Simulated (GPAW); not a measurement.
# 3d dopants in Si: moments across the series

One atom of Si is replaced by one 3d element after another. What moment does each carry?

Main program and level: GPAW 26.7.0; PBE; plane waves with GPAW's PAW setups, scalar-relativistic.

### Step 1. Set-up

The structure is tetragonal, space group P-42m (No. 111). Conventional cell: a = 10.862 Å, b = 10.862 Å, c = 5.431 Å, α = 90.00°, β = 90.00°, γ = 90.00°. Nearest to Ti lie 4 Si at 2.35 Å. Nearest to Si lie 1 Ti at 2.35 Å and 3 Si at 2.35 Å. Nearest to Si lie 4 Si at 2.35 Å. Si has 4 Si at 2.35 Å nearest. Model cell: substitutional dopants on the host's lattice, its constants typed without a cited source, atoms not relaxed. Farther neighbours are not listed.

This is the first member shown.

### Step 2. The first member

This run shows input and output; the others differ as the table says.

The input, order1.py:

```python
import json
import numpy as np
from ase import Atoms
from ase.parallel import paropen, parprint
from gpaw import GPAW

atoms = Atoms(['Ti', 'Si', 'Si', 'Si', 'Si', 'Si', 'Si', 'Si', 'Si', 'Si', 'Si', 'Si', 'Si', 'Si', 'Si', 'Si', 'Si', 'Si', 'Si', 'Si', 'Si', 'Si', 'Si', 'Si', 'Si', 'Si', 'Si', 'Si', 'Si', 'Si', 'Si', 'Si'],
    cell=[[10.862, 0.0, 0.0],
         [0.0, 10.862, 0.0],
         [0.0, 0.0, 5.431]],
    scaled_positions=[[0.0, 0.0, 0.0],
         [0.125, 0.125, 0.25],
         [0.0, 0.25, 0.5],
         [0.125, 0.375, 0.75],
         [0.25, 0.0, 0.5],
         [0.375, 0.125, 0.75],
         [0.25, 0.25, 0.0],
         [0.375, 0.375, 0.25],
         [0.0, 0.5, 0.0],
         [0.125, 0.625, 0.25],
         [0.0, 0.75, 0.5],
         [0.125, 0.875, 0.75],
         [0.25, 0.5, 0.5],
         [0.375, 0.625, 0.75],
         [0.25, 0.75, 0.0],
         [0.375, 0.875, 0.25],
         [0.5, 0.0, 0.0],
         [0.625, 0.125, 0.25],
         [0.5, 0.25, 0.5],
         [0.625, 0.375, 0.75],
         [0.75, 0.0, 0.5],
         [0.875, 0.125, 0.75],
         [0.75, 0.25, 0.0],
         [0.875, 0.375, 0.25],
         [0.5, 0.5, 0.0],
         [0.625, 0.625, 0.25],
         [0.5, 0.75, 0.5],
         [0.625, 0.875, 0.75],
         [0.75, 0.5, 0.5],
         [0.875, 0.625, 0.75],
         [0.75, 0.75, 0.0],
         [0.875, 0.875, 0.25]],
    pbc=True,
    magmoms=[1.0, 0.0, 0.0, 0.0, 0.0, 0.0, 0.0, 0.0, 0.0, 0.0, 0.0, 0.0, 0.0, 0.0, 0.0, 0.0, 0.0, 0.0, 0.0, 0.0, 0.0, 0.0, 0.0, 0.0, 0.0, 0.0, 0.0, 0.0, 0.0, 0.0, 0.0, 0.0])
atoms.calc = GPAW(mode={'name': 'pw', 'ecut': 450},
    xc='PBE',
    kpts={'size': (3, 3, 5), 'gamma': True},
    occupations={'name': 'fermi-dirac', 'width': 0.05},
    convergence={'density': 1e-05, 'energy': 1e-05},
    maxiter=200,
    mixer={'name': 'pulay', 'beta': 0.05, 'nmaxold': 6, 'weight': 50},
    symmetry={'tolerance': 1e-4},
    txt='order1.txt')
e = atoms.get_potential_energy(force_consistent=True)
res = {'free_energy': e, 'energy_sigma0': atoms.get_potential_energy(), 'fermi_energy': atoms.calc.get_fermi_level()}
res['moments'] = atoms.get_magnetic_moments().tolist()
res['total'] = atoms.get_magnetic_moment()
parprint('site moments (muB):', np.round(res['moments'], 3))
parprint(f"total moment: {res['total']:.3f} muB")
parprint(f'free energy: {e:.6f} eV')
atoms.calc.write('order1.gpw')
with paropen('results.json', 'w') as f:
    json.dump(res, f)
```

On the command line:

```sh
$ OMP_NUM_THREADS=1 mpirun -n 4 gpaw python order1.py > order1.log
```

Numbers of over 12 decimals in the logs are rounded to 6 here.

The program printed:

```text
site moments (muB): [ 0. -0.  0. -0.  0. -0.  0. -0. -0. -0.  0. -0.  0. -0.  0. -0. -0. -0.
  0. -0.  0. -0.  0. -0. -0. -0.  0. -0.  0. -0.  0. -0.]
total moment: -0.000 muB
free energy: -171.159572 eV

--- order1.txt ---
Input parameters:
  mode=PW(ecut=450),
  convergence={'density': 1e-05, 'energy': 1e-05},
  kpts=MonkhorstPack(size=(3, 3, 5), gamma=True),
  maxiter=200,
  mixer=Pulay(name='pulay', nmaxold=6, beta=0.05, weight=50, sigma=0.015, g_ss=None),
  occupations=Occupations(name='fermi-dirac', width=0.05),
  symmetry=Symmetry(tolerance=0.0001),
  xc=XC(name='PBE')

Diagonalizing LCAO Hamiltonian
Converting LCAO to pw mode
        .--------------------------.
       /|                          |
      / |                          |
     /  |  Si           Si         |
    /   |      Si            Si    |
   /  Si|           Si             |
  /    Si        Si  Si        Si  |
 *      .--Si------------Si--------.
 |     / Si Si        Si Si       /
 | Si /      Si Si         Si    /
 |   Si Si    Si  Si Si    Si   /
 |  /Si            Si          /
 | /     Si            Si     /
 |/                          /
 Ti------------Si-----------*

Atoms  # Å, Bohr magnetons
|    | symbol |        x |        y |        z |    initial magnetic moments |
|----|--------|----------|----------|----------|-----------------------------|
|  0 |     Ti | 0.000000 | 0.000000 | 0.000000 | ( 0.0000,  0.0000,  1.0000) |
|  1 |     Si | 1.357750 | 1.357750 | 1.357750 | ( 0.0000,  0.0000,  0.0000) |
|  2 |     Si | 0.000000 | 2.715500 | 2.715500 | ( 0.0000,  0.0000,  0.0000) |
[...]
Entropy:          -0.003115
  Spinorbit:         0.000000
  ----------------------------
  Free energy:    -171.159572
  Extrapolated:   -171.158015

dipole moment: (-105.268791, -105.268791, -99.846271)  # |e|*Ang

Total magnetic moment: (0.000000, 0.000000, -0.000001)

Local magnetic moments
|        x |        y |         z |
|----------|----------|-----------|
| 0.000000 | 0.000000 |  0.000086 |  # Ti   0
| 0.000000 | 0.000000 | -0.000028 |  # Si   1
| 0.000000 | 0.000000 |  0.000013 |  # Si   2
| 0.000000 | 0.000000 | -0.000002 |  # Si   3
| 0.000000 | 0.000000 |  0.000013 |  # Si   4
[...]
| 0.000000 | 0.000000 |  0.000003 |  # Si  28
| 0.000000 | 0.000000 | -0.000002 |  # Si  29
| 0.000000 | 0.000000 |  0.000009 |  # Si  30
| 0.000000 | 0.000000 | -0.000028 |  # Si  31

Fermi level: 5.272
Eigenvalues  # (at kpt = [0.000, 0.000, 0.000])
| band index |      eig [eV] | occ [0-1] |      eig [eV] | occ [0-1] |
|------------|---------------|-----------|---------------|-----------|
|          0 |       -51.216 |     1.000 |       -51.216 |     1.000 |
|        ... |               |           |               |           |
|         60 |         3.925 |     1.000 |         3.925 |     1.000 |
|         61 |         4.016 |     1.000 |         4.016 |     1.000 |
|         62 |         4.149 |     1.000 |         4.149 |     1.000 |
|         63 |         4.284 |     1.000 |         4.284 |     1.000 |
[...]
|         73 |         6.250 |     0.000 |         6.250 |     0.000 |
|         74 |         6.366 |     0.000 |         6.366 |     0.000 |
|         75 |         6.615 |     0.000 |         6.615 |     0.000 |
|        ... |               |           |               |           |
|         86 |         8.339 |     0.000 |         8.339 |     0.000 |

Gap: 0.357 eV
Transition (v -> c):
  (s=1, k=0, n=67, [0.00, 0.00, 0.00]) -> (s=1, k=0, n=68, [0.00, 0.00, 0.00])
No difference between direct/indirect transitions

[key lines of the parts left out:]
Converged in 34 steps
```

Wall time 9.1 min (4 MPI ranks of Arm Neoverse V1, shared host); peak memory 2 GiB; 37 min of CPU time.

After 34 cycles the seed has died away: no moment is left.

### Step 3. The series

All use a 3×3×5 mesh. Each dopant starts with a moment; a run without spin polarisation gives the energy that the moment gains.

| dopant | moment in its sphere (μB) | net moment (μB a cell) | largest moment elsewhere (μB) | gain by spin polarisation (meV) |
| --- | --- | --- | --- | --- |
| Ti | +0.00 | 0.00 | -0.00 | 0 |
| V | +0.93 | 1.03 | -0.02 | 130 |
| Mn | +2.80 | 2.92 | -0.05 | 459 |
| Fe | -0.00 | 0.00 | +0.00 | -0 |
| Co | +0.61 | 0.84 | -0.00 | 10 |
| Ni | +0.00 | 0.00 | +0.00 | -0 |
| Cu | -0.00 | 0.00 | -0.00 | -0 |

### Step 4. What came out

* largest net moment: 2.92 μB (Mn)
* within 0.02 of a whole number of μB: none
* no settled moment: Ti, Fe, Ni, Cu

The net moment is largest for Mn, 2.92 μB, and vanishes or is a mere residue for Ti, Fe, Ni and Cu. Each dopant had one start, so another spin state can lie lower; in so small a cell the dopant levels widen into bands, and with the smearing this can quench a moment. The atoms were not relaxed, which can shift moments and couplings. Trends hold for the rows shown; the series may have further members. Spin–orbit coupling is left out.

[Logs and program files are shortened in this print: banners, set-up blocks, solver, clock and traceback lines can be left out without a mark of their own.]

[Logs are printed without paths, hosts, clocks, repeated set-up lines and the standing remarks that a program may print on its own settings, such as how far it seeks lower states.]

[Hosts, paths, dates, database ids (printed as entryN), source tags and the programs' standing remarks are cut or masked in the printed files.]

[Where a cell is said to come from a database of computed structures, the database is the Materials Project.]
